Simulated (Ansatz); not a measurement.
# V(100) with 4 thermally displaced layers, 2x2: scattering by thermal displacements, part 2 of 2

How much do lattice vibrations at 800 K scatter the electrons of V? Layers with random displacements are laid between perfect leads, and the resistance is followed against their length.

Ansatz 0.2.0; Ansatz plane-wave DFT, PBE, PAW files; ballistic transport by layer matching (Landauer), zero bias; PAW set soft_1.

So far, open channels per spin nearest the Fermi level: step 2 (with 4 displaced layers) 10.0.

### 3. With 8 displaced layers

Each atom of 8 layers is moved at random, by amounts drawn from a normal law 0.1262 Å wide in each direction from the Debye model (380 K) at 800 K. A fresh draw is used; the growth of the resistance with length is what counts.

System of this step: V(100) with 8 thermally displaced layers, 2x2. The cell holds 72 atoms: 72 V. Cell: a = 6.052 Å, b = 6.052 Å, c = 27.234 Å, α = 90.0°, β = 90.0°, γ = 90.0°. It derives from V. Regions: lead, 40 atoms (40 V); scattering region, 32 atoms (32 V). The structure is stacked along c, and the current runs across the ab planes.

File input.yaml:

```yaml
crystal:
  lattice:
    - [6.052, 0.0, 0.0]
    - [0.0, 6.052, 0.0]
    - [0.0, 0.0, 27.234]
  atoms:
    - { symbol: V, position: [0.0, 0.0, 0.0277777778] }
    - { symbol: V, position: [0.0, 0.5, 0.0277777778] }
    - { symbol: V, position: [0.5, 0.0, 0.0277777778] }
    - { symbol: V, position: [0.5, 0.5, 0.0277777778] }
    - { symbol: V, position: [0.25, 0.25, 0.0833333333] }
    - { symbol: V, position: [0.25, 0.75, 0.0833333333] }
    - { symbol: V, position: [0.75, 0.25, 0.0833333333] }
    - { symbol: V, position: [0.75, 0.75, 0.0833333333] }
    - { symbol: V, position: [0.0, 0.0, 0.1388888889] }
    - { symbol: V, position: [0.0, 0.5, 0.1388888889] }
    - { symbol: V, position: [0.5, 0.0, 0.1388888889] }
    - { symbol: V, position: [0.5, 0.5, 0.1388888889] }
    - { symbol: V, position: [0.25, 0.25, 0.1944444444] }
    - { symbol: V, position: [0.25, 0.75, 0.1944444444] }
    - { symbol: V, position: [0.75, 0.25, 0.1944444444] }
    - { symbol: V, position: [0.75, 0.75, 0.1944444444] }
    - { symbol: V, position: [0.0, 0.0, 0.25] }
    - { symbol: V, position: [0.0, 0.5, 0.25] }
    - { symbol: V, position: [0.5, 0.0, 0.25] }
    - { symbol: V, position: [0.5, 0.5, 0.25] }
    - { symbol: V, position: [0.2875679105, 0.2774227044, 0.3072115867] }
    - { symbol: V, position: [0.2248039922, 0.7499071219, 0.3085975324] }
    - { symbol: V, position: [0.7231349293, 0.2582391335, 0.3075474601] }
    - { symbol: V, position: [0.7645139679, 0.7253086274, 0.3024893549] }
    - { symbol: V, position: [0.9908993989, 0.9756071477, 0.3691710026] }
    - { symbol: V, position: [0.9896592089, 0.5068597149, 0.3599129364] }
    - { symbol: V, position: [0.53301877, 0.0275323287, 0.3640459436] }
    - { symbol: V, position: [0.4540521427, 0.5010849145, 0.3642791796] }
    - { symbol: V, position: [0.2709347295, 0.2371153268, 0.4251095119] }
    - { symbol: V, position: [0.222466212, 0.7362057368, 0.4209995059] }
    - { symbol: V, position: [0.7510228928, 0.2917541349, 0.4175402278] }
    - { symbol: V, position: [0.7367965594, 0.7421269996, 0.4116105084] }
    - { symbol: V, position: [0.973357657, 0.0131454175, 0.4749152312] }
    - { symbol: V, position: [0.0269942987, 0.4842648678, 0.4800492167] }
    - { symbol: V, position: [0.4940073564, 0.0328297538, 0.470216777] }
    - { symbol: V, position: [0.4846636125, 0.5052085551, 0.4770017746] }
    - { symbol: V, position: [0.2533573914, 0.2377904814, 0.5215628272] }
    - { symbol: V, position: [0.2207753292, 0.7604820042, 0.5323639149] }
    - { symbol: V, position: [0.7465741091, 0.2275972127, 0.5318232848] }
    - { symbol: V, position: [0.723301069, 0.7351310169, 0.5306554534] }
    - { symbol: V, position: [0.9530797812, 0.0080566261, 0.5806381232] }
    - { symbol: V, position: [0.0022787136, 0.4984214625, 0.584269892] }
    - { symbol: V, position: [0.5144749581, 0.9841863813, 0.5899178868] }
    - { symbol: V, position: [0.5151405964, 0.5175936166, 0.5887310858] }
    - { symbol: V, position: [0.2664228859, 0.2676008318, 0.6392391749] }
    - { symbol: V, position: [0.2202487373, 0.7471840231, 0.6353231082] }
    - { symbol: V, position: [0.7203328148, 0.2553892892, 0.6362543416] }
    - { symbol: V, position: [0.728526392, 0.728251214, 0.6401326813] }
    - { symbol: V, position: [0.0074790713, 0.0275760448, 0.6943799666] }
    - { symbol: V, position: [0.02172457, 0.5292401975, 0.6997740876] }
    - { symbol: V, position: [0.4506783939, 0.0256206631, 0.6960181773] }
    - { symbol: V, position: [0.508836532, 0.5077408795, 0.6962180665] }
    - { symbol: V, position: [0.25, 0.25, 0.75] }
    - { symbol: V, position: [0.25, 0.75, 0.75] }
    - { symbol: V, position: [0.75, 0.25, 0.75] }
    - { symbol: V, position: [0.75, 0.75, 0.75] }
    - { symbol: V, position: [0.0, 0.0, 0.8055555556] }
    - { symbol: V, position: [0.0, 0.5, 0.8055555556] }
    - { symbol: V, position: [0.5, 0.0, 0.8055555556] }
    - { symbol: V, position: [0.5, 0.5, 0.8055555556] }
    - { symbol: V, position: [0.25, 0.25, 0.8611111111] }
    - { symbol: V, position: [0.25, 0.75, 0.8611111111] }
    - { symbol: V, position: [0.75, 0.25, 0.8611111111] }
    - { symbol: V, position: [0.75, 0.75, 0.8611111111] }
    - { symbol: V, position: [0.0, 0.0, 0.9166666667] }
    - { symbol: V, position: [0.0, 0.5, 0.9166666667] }
    - { symbol: V, position: [0.5, 0.0, 0.9166666667] }
    - { symbol: V, position: [0.5, 0.5, 0.9166666667] }
    - { symbol: V, position: [0.25, 0.25, 0.9722222222] }
    - { symbol: V, position: [0.25, 0.75, 0.9722222222] }
    - { symbol: V, position: [0.75, 0.25, 0.9722222222] }
    - { symbol: V, position: [0.75, 0.75, 0.9722222222] }
kpoints:
  mp_grid: { grid: [4, 4, 1] }
hamiltonian:
  xc: pbe
  pseudopotentials: { kind: paw, azcp: { folder: soft_1 } }
scf:
  occupations: { method: fermi_dirac, width: 0.1 }
output:
  transmission: { leads: [[0, 4]], kmesh: [8, 8], e_range: [-0.05, 0.05], de: 0.05 }
  write_potential: true
  write_density: true
  volumetric_format: npy
```

On the command line:

```sh
> ansatz run input.yaml --threads 4 --pin off --max-ram 15360MiB --backend cpu --events-out ev --progress --plain --runs-dir out
```

Numbers of over 12 decimals in the logs are rounded to 6 here.

Log:

```text
[...]
Crystal: 72 atoms, lattice volume = 997.492 Å³
Basis set: ecut = 420 eV, 19487 PW (Γ)
Bands: 562, of which v1, the nominal top of the filled ones, is band 468 counted from 1 (467 counted from 0)
Symmetry: 1 space group operations
[...]
k-points: 10 of 16 (time reversal used)
[...]
SCF iter   1: F=—  HF=-209710.805425 eV  |F-HF|=—  |Δ(HF+E_count)|=         —  Δρ=8.52e-2  dr2=1.38e2  ethr=3.10e-3  ⟨swp⟩=6.2  Hψ=20696  notcnv=0
[...]
SCF iter  11: F=-209690.724799 eV  HF=-209690.724799 eV  |F-HF|=2.18e-8  |Δ(HF+E_count)|=   6.23e-9  Δρ=1.11e-6  dr2=2.32e-8  ethr=1.07e-11  ⟨swp⟩=2.0  Hψ=9659  notcnv=0
SCF 1 converged in 11 iterations: F = -209690.724799 eV  dr2 = 2.32e-8
[...]
transmission: 117 of 1156 steps passed
transmission: 237 of 1156 steps passed
[...]
transmission: 1156 of 1156 steps passed
SCF converged after 11 iterations
Free energy (F): -209690.724799 eV
[...]
Internal energy: -209686.831523 eV  (E = F + TS)
E sigma→0 (E₀):  -209688.778161 eV
Entropy (-TS):   -3.893276 eV (-54.073 meV/atom)
Fermi energy:    16.094428 eV
[...]
--- Band table (eV; the first three rows and the last of 10) ---
  k-point 0: bands = [... 464 lower, 16.4635, 16.4683, 16.4705, 16.4719, 16.4737, 16.4862, 16.5066, 16.5074, ... 90 higher]
  k-point 1: bands = [... 464 lower, 16.2567, 16.2710, 16.2852, 16.2960, 16.3033, 16.3260, 16.3458, 16.3564, ... 90 higher]
  k-point 2: bands = [... 464 lower, 15.9911, 16.0040, 16.0115, 16.0171, 16.0358, 16.0445, 16.0608, 16.0631, ... 90 higher]
  k-point 9: bands = [... 464 lower, 15.6212, 15.6346, 15.6410, 15.6438, 15.6477, 15.6545, 15.6598, 15.6777, ... 90 higher]
--- Transmission ---
  basis      : 325 plane waves across, 34 finite elements along
  points     : 34, standing for a mesh of 8 x 8
[...]
channels       : 1.004688e1 a spin
[...]
junction   : crystal 0 to crystal 0, 0.70 to 26.42 Å
    transmission   : 3.919878e0 a spin
[...]
```

Wall time 11 min (4 threads of AMD EPYC 9R14 (Zen 4), shared host); peak memory 9.9 GiB; 37 min of CPU time.

Numbers from this step:

```yaml
free_energy: -209690.7248 eV
energy_at_zero_smearing: -209688.7782 eV
fermi_energy: 16.09 eV
transmission_per_spin_nearest_the_fermi_level: 3.920
step_of_the_lead_s_potential: 1.6 meV
```

Per spin. Table of transmission, zone mean by energy, zero at the Fermi level:

```
energy (eV)  transmission, zone mean
    -0.0500                     4.03
     0.0000                     3.92
     0.0500                     3.69
```

Over the solved energies the transmission per spin lies between 3.69 and 4.03, out of 9.90 channels of the lead on average (up to 10.4).

### 4. With 12 displaced layers

Each atom of 12 layers is moved at random, by amounts drawn from a normal law 0.1262 Å wide in each direction from the Debye model (380 K) at 800 K. A fresh draw is used; the growth of the resistance with length is what counts.

System of this step: V(100) with 12 thermally displaced layers, 2x2. The cell holds 88 atoms: 88 V. Cell: a = 6.052 Å, b = 6.052 Å, c = 33.286 Å, α = 90.0°, β = 90.0°, γ = 90.0°. It derives from V. Regions: lead, 40 atoms (40 V); scattering region, 48 atoms (48 V). The structure is stacked along c, and the current runs across the ab planes.

File input.yaml:

```yaml
crystal:
  lattice:
    - [6.052, 0.0, 0.0]
    - [0.0, 6.052, 0.0]
    - [0.0, 0.0, 33.286]
  atoms:
    - { symbol: V, position: [0.0, 0.0, 0.0227272727] }
    - { symbol: V, position: [0.0, 0.5, 0.0227272727] }
    - { symbol: V, position: [0.5, 0.0, 0.0227272727] }
    - { symbol: V, position: [0.5, 0.5, 0.0227272727] }
    - { symbol: V, position: [0.25, 0.25, 0.0681818182] }
    - { symbol: V, position: [0.25, 0.75, 0.0681818182] }
    - { symbol: V, position: [0.75, 0.25, 0.0681818182] }
    - { symbol: V, position: [0.75, 0.75, 0.0681818182] }
    - { symbol: V, position: [0.0, 0.0, 0.1136363636] }
    - { symbol: V, position: [0.0, 0.5, 0.1136363636] }
    - { symbol: V, position: [0.5, 0.0, 0.1136363636] }
    - { symbol: V, position: [0.5, 0.5, 0.1136363636] }
    - { symbol: V, position: [0.25, 0.25, 0.1590909091] }
    - { symbol: V, position: [0.25, 0.75, 0.1590909091] }
    - { symbol: V, position: [0.75, 0.25, 0.1590909091] }
    - { symbol: V, position: [0.75, 0.75, 0.1590909091] }
    - { symbol: V, position: [0.0, 0.0, 0.2045454545] }
    - { symbol: V, position: [0.0, 0.5, 0.2045454545] }
    - { symbol: V, position: [0.5, 0.0, 0.2045454545] }
    - { symbol: V, position: [0.5, 0.5, 0.2045454545] }
    - { symbol: V, position: [0.2566604644, 0.2425158958, 0.2427903397] }
    - { symbol: V, position: [0.2477288968, 0.7332404853, 0.2540952181] }
    - { symbol: V, position: [0.7439786055, 0.2517406383, 0.2467788932] }
    - { symbol: V, position: [0.7393524379, 0.7497595112, 0.2443685046] }
    - { symbol: V, position: [0.0062699228, 0.9977881684, 0.2909591319] }
    - { symbol: V, position: [0.9499917552, 0.5106982258, 0.2943263166] }
    - { symbol: V, position: [0.4889481998, 0.9950756748, 0.3023413415] }
    - { symbol: V, position: [0.4989615441, 0.5018061955, 0.2898166136] }
    - { symbol: V, position: [0.2843505155, 0.2691315716, 0.3449541557] }
    - { symbol: V, position: [0.2509940776, 0.7691141977, 0.3423154598] }
    - { symbol: V, position: [0.7627862936, 0.2468264538, 0.335321147] }
    - { symbol: V, position: [0.7714537966, 0.7096519852, 0.3399994202] }
    - { symbol: V, position: [0.9957352721, 0.9782541529, 0.388688167] }
    - { symbol: V, position: [0.9958227006, 0.4908903683, 0.3883345097] }
    - { symbol: V, position: [0.4900623156, 0.0289631802, 0.3876961062] }
    - { symbol: V, position: [0.4901091506, 0.4594579491, 0.3814055583] }
    - { symbol: V, position: [0.2726627283, 0.2489447979, 0.4307447712] }
    - { symbol: V, position: [0.2842652835, 0.7232540412, 0.4295977804] }
    - { symbol: V, position: [0.740145544, 0.2622263767, 0.4293025242] }
    - { symbol: V, position: [0.7372089361, 0.7165292286, 0.4345833605] }
    - { symbol: V, position: [0.0168097164, 0.9900665338, 0.4778919972] }
    - { symbol: V, position: [0.9730455851, 0.4901616944, 0.4824969458] }
    - { symbol: V, position: [0.5028302739, 0.0481759818, 0.4742882474] }
    - { symbol: V, position: [0.5121001616, 0.4959232886, 0.4794179096] }
    - { symbol: V, position: [0.2498496278, 0.2382978284, 0.5194378817] }
    - { symbol: V, position: [0.3139333728, 0.7483871914, 0.5150815172] }
    - { symbol: V, position: [0.7364753009, 0.2641385673, 0.5208315933] }
    - { symbol: V, position: [0.7783681905, 0.7709021313, 0.522149712] }
    - { symbol: V, position: [0.9901532954, 0.9790477666, 0.5655280386] }
    - { symbol: V, position: [0.9692818406, 0.5251142187, 0.574212634] }
    - { symbol: V, position: [0.4738068555, 0.9753594022, 0.5614768681] }
    - { symbol: V, position: [0.4799015938, 0.4352262854, 0.5638511017] }
    - { symbol: V, position: [0.2770434384, 0.2427919942, 0.6168763445] }
    - { symbol: V, position: [0.2398039573, 0.7867136497, 0.6143916578] }
    - { symbol: V, position: [0.7420344415, 0.3032234577, 0.6124061951] }
    - { symbol: V, position: [0.7245349015, 0.754210252, 0.6134891286] }
    - { symbol: V, position: [0.0222351299, 0.9807819768, 0.6621418283] }
    - { symbol: V, position: [0.0177816153, 0.486077303, 0.6597098153] }
    - { symbol: V, position: [0.4826770587, 0.0489150766, 0.6564213083] }
    - { symbol: V, position: [0.4905524363, 0.4777750153, 0.6577786612] }
    - { symbol: V, position: [0.2498774724, 0.2660100329, 0.7022309196] }
    - { symbol: V, position: [0.2461262187, 0.7204631906, 0.7014085287] }
    - { symbol: V, position: [0.807464436, 0.2717121303, 0.7015828455] }
    - { symbol: V, position: [0.7221124293, 0.7296570276, 0.7044632181] }
    - { symbol: V, position: [0.0007241481, 0.9844785018, 0.7451222167] }
    - { symbol: V, position: [0.0296596104, 0.5094186002, 0.7485799022] }
    - { symbol: V, position: [0.4953987455, 0.9889581662, 0.7388685857] }
    - { symbol: V, position: [0.5024117946, 0.4776768771, 0.7461985281] }
    - { symbol: V, position: [0.25, 0.25, 0.7954545455] }
    - { symbol: V, position: [0.25, 0.75, 0.7954545455] }
    - { symbol: V, position: [0.75, 0.25, 0.7954545455] }
    - { symbol: V, position: [0.75, 0.75, 0.7954545455] }
    - { symbol: V, position: [0.0, 0.0, 0.8409090909] }
    - { symbol: V, position: [0.0, 0.5, 0.8409090909] }
    - { symbol: V, position: [0.5, 0.0, 0.8409090909] }
    - { symbol: V, position: [0.5, 0.5, 0.8409090909] }
    - { symbol: V, position: [0.25, 0.25, 0.8863636364] }
    - { symbol: V, position: [0.25, 0.75, 0.8863636364] }
    - { symbol: V, position: [0.75, 0.25, 0.8863636364] }
    - { symbol: V, position: [0.75, 0.75, 0.8863636364] }
    - { symbol: V, position: [0.0, 0.0, 0.9318181818] }
    - { symbol: V, position: [0.0, 0.5, 0.9318181818] }
    - { symbol: V, position: [0.5, 0.0, 0.9318181818] }
    - { symbol: V, position: [0.5, 0.5, 0.9318181818] }
    - { symbol: V, position: [0.25, 0.25, 0.9772727273] }
    - { symbol: V, position: [0.25, 0.75, 0.9772727273] }
    - { symbol: V, position: [0.75, 0.25, 0.9772727273] }
    - { symbol: V, position: [0.75, 0.75, 0.9772727273] }
kpoints:
  mp_grid: { grid: [4, 4, 1] }
hamiltonian:
  xc: pbe
  pseudopotentials: { kind: paw, azcp: { folder: soft_1 } }
scf:
  occupations: { method: fermi_dirac, width: 0.1 }
output:
  transmission: { leads: [[0, 4]], kmesh: [8, 8], e_range: [-0.05, 0.05], de: 0.05 }
  write_potential: true
  write_density: true
  volumetric_format: npy
```

Log:

```text
[...]
Crystal: 88 atoms, lattice volume = 1219.156 Å³
Basis set: ecut = 420 eV, 23843 PW (Γ)
Bands: 687, of which v1, the nominal top of the filled ones, is band 572 counted from 1 (571 counted from 0)
Symmetry: 1 space group operations
[...]
k-points: 10 of 16 (time reversal used)
[...]
SCF iter   1: F=—  HF=-256312.353943 eV  |F-HF|=—  |Δ(HF+E_count)|=         —  Δρ=9.42e-2  dr2=2.45e2  ethr=3.10e-3  ⟨swp⟩=6.5  Hψ=25089  notcnv=0
[...]
SCF iter  11: F=-256284.926738 eV  HF=-256284.926738 eV  |F-HF|=2.29e-8  |Δ(HF+E_count)|=   1.91e-8  Δρ=1.27e-6  dr2=2.94e-8  ethr=8.74e-12  ⟨swp⟩=11.5  Hψ=18312  notcnv=0
SCF 1 converged in 11 iterations: F = -256284.926738 eV  dr2 = 2.94e-8
[...]
transmission: 150 of 1428 steps passed
transmission: 294 of 1428 steps passed
[...]
transmission: 1428 of 1428 steps passed
SCF converged after 11 iterations
Free energy (F): -256284.926738 eV
[...]
Internal energy: -256280.206979 eV  (E = F + TS)
E sigma→0 (E₀):  -256282.566858 eV
Entropy (-TS):   -4.719760 eV (-53.634 meV/atom)
Fermi energy:    16.104819 eV
[...]
--- Band table (eV; the first three rows and the last of 10) ---
  k-point 0: bands = [... 568 lower, 16.4822, 16.4840, 16.4901, 16.5012, 16.5112, 16.5224, 16.5306, 16.5447, ... 111 higher]
  k-point 1: bands = [... 568 lower, 16.2896, 16.2979, 16.3147, 16.3210, 16.3288, 16.3428, 16.3527, 16.3670, ... 111 higher]
  k-point 2: bands = [... 568 lower, 16.0103, 16.0226, 16.0335, 16.0404, 16.0468, 16.0499, 16.0712, 16.0828, ... 111 higher]
  k-point 9: bands = [... 568 lower, 15.6568, 15.6634, 15.6675, 15.6756, 15.6957, 15.6969, 15.7105, 15.7204, ... 111 higher]
--- Transmission ---
  basis      : 325 plane waves across, 42 finite elements along
  points     : 34, standing for a mesh of 8 x 8
[...]
channels       : 1.004688e1 a spin
[...]
junction   : crystal 0 to crystal 0, 0.70 to 32.47 Å
    transmission   : 2.776547e0 a spin
[...]
```

The job ended after 16 min (4 threads; peak memory 7.3 GiB; 55 min of CPU time).

Numbers from this step:

```yaml
free_energy: -256284.9267 eV
energy_at_zero_smearing: -256282.5669 eV
fermi_energy: 16.10 eV
transmission_per_spin_nearest_the_fermi_level: 2.777
step_of_the_lead_s_potential: 4.3 meV
```

Per spin. Table of transmission, zone mean by energy, zero at the Fermi level:

```csv
energy (eV),"transmission, zone mean"
-0.0500,2.74
0.0000,2.78
0.0500,2.67
```

Over the solved energies the transmission per spin lies between 2.67 and 2.78, out of 9.90 channels of the lead on average (up to 10.4).

### 5. The fit

This step: Ansatz plane-wave DFT, PBE, PAW files; ballistic transport by layer matching (Landauer), zero bias; resistivity from the slope of the area resistance; PAW set soft_1 (Ansatz 0.2.0).

This step gave:

```yaml
resistivity: 71.86 µΩ cm
intercept: -0.07641 fΩ m²
scatter_about_the_fit: 0.03751 fΩ m²
```

Resistance, by row:

```csv
run,length (Å),T,channels N,RA (fΩ m²)
n4,6.052,5.484,9.911,0.385
n8,12.1,3.882,9.901,0.7403
n12,18.16,2.729,9.901,1.255
```

The area resistance by length of the displaced region:

```
length of the displaced region (Å)  area resistance (fΩ m²)
                              6.05                    0.385
                             12.10                    0.740
                             18.16                     1.25
```

The area resistance goes from 0.38 to 1.3 fΩ m² between 6.1 and 18.2 Å, a slope of 72 µΩ cm.

By hand from the end points: (1.255 − 0.3850) fΩ m² / (18.16 − 6.05) Å = 72 µΩ cm, since 1 fΩ m² per Å is 1000 µΩ cm.

### 6. Summary of results

| Item | Value |
| --- | --- |
| resistivity from the slope | 71.9 µΩ cm |
| area resistance over 6.05 Å | 0.385 fΩ m² |
| area resistance over 12.1 Å | 0.740 fΩ m² |
| area resistance over 18.2 Å | 1.25 fΩ m² |

The slope gives 72 µΩ cm. The points scatter by 0.038 fΩ m² about the line, with one random draw a length in a 2x2 cell, so the slope is a rough value. The mean square of the displacements drawn is 0.78, 0.99 and 1.2 of the nominal one at the three lengths; with each resistance scaled back by that, the slope is 47 µΩ cm, the value used below. Read with a model of isotropic scattering on a spherical Fermi surface and the lead's 2.1×10¹⁵ S/m², this slope means a mean free path near 7.6 Å; over these lengths the model's slope is within 3 % of its bulk resistivity. Uncorrelated displacements put too much weight on short waves, which scatter strongly; with the sideways repeat of a small cell, one draw and three short lengths, the method is good to a factor of two or three.

[Logs are printed without paths, hosts, clocks, repeated set-up lines and the standing remarks that a program may print on its own settings, such as how far it seeks lower states.]

[Hosts, paths, dates, database ids (printed as entryN), source tags and the programs' standing remarks are cut or masked in the printed files.]
